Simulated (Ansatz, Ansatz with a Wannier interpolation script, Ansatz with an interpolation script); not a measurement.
Planning a run of Ansatz 0.2.0 on MoS2 (P6_3/mmc). The input:

```yaml
crystal:
  lattice:
    - [3.2006899973, 0.0, 0.0]
    - [-1.6003449987, 2.7718788473, 0.0]
    - [0.0, 0.0, 12.2848726021]
  atoms:
    - { symbol: Mo, position: [0.3333333333, 0.6666666667, 0.25] }
    - { symbol: Mo, position: [0.6666666667, 0.3333333333, 0.75] }
    - { symbol: S, position: [0.3333333333, 0.6666666667, 0.625521925] }
    - { symbol: S, position: [0.6666666667, 0.3333333333, 0.125521925] }
    - { symbol: S, position: [0.3333333333, 0.6666666667, 0.874478075] }
    - { symbol: S, position: [0.6666666667, 0.3333333333, 0.374478075] }
kpoints:
  mp_grid: { grid: [6, 6, 2] }
hamiltonian:
  xc: lda
scf:
  occupations: { method: fixed }
gw:
  n_empty_bands: 500
  ecut_chi: 160.0
  qp_bands: [v14, c6]
  screening: { model: contour_deformation }
```

The database entry behind the starting cell differs from later determinations by our own check (about 0.3 % long), so it need not match the best structure at ambient conditions.

```sh
ansatz run input.yaml --threads 16 --pin off --max-ram 64512MiB --backend cuda --events-out ev --progress --plain --runs-dir out --devices 1 --max-vram 78GiB
```

Question: Estimate wall time and host memory on 1 × NVIDIA GB200 (shared by 2 runs) with 16 threads of Arm Neoverse V2, shared host.

It took 27 s; on shared hardware allow 14 s to 54 s. Peak host memory was 2.0 GiB. The sizes that set the cost: 2129 plane waves a state, 14 irreducible k points, 526 bands summed, 511 plane waves in the screening and 7 SCF cycles.

The screening grows as filled bands × empty bands × pairs of k points, times the square of the screening basis for the matrix.

[Paths, hosts, dates, memory and timing lines, banners, echoed tables and standing remarks are left out of the program output.]

[Logs are printed without paths, hosts, clocks, repeated set-up lines and the standing remarks that a program may print on its own settings, such as how far it seeks lower states.]

[Runs of the session that timed out or met a known fault of the program may be left out.]

[Hosts, paths, dates, database ids (printed as entryN), source tags and the programs' standing remarks are cut or masked in the printed files.]
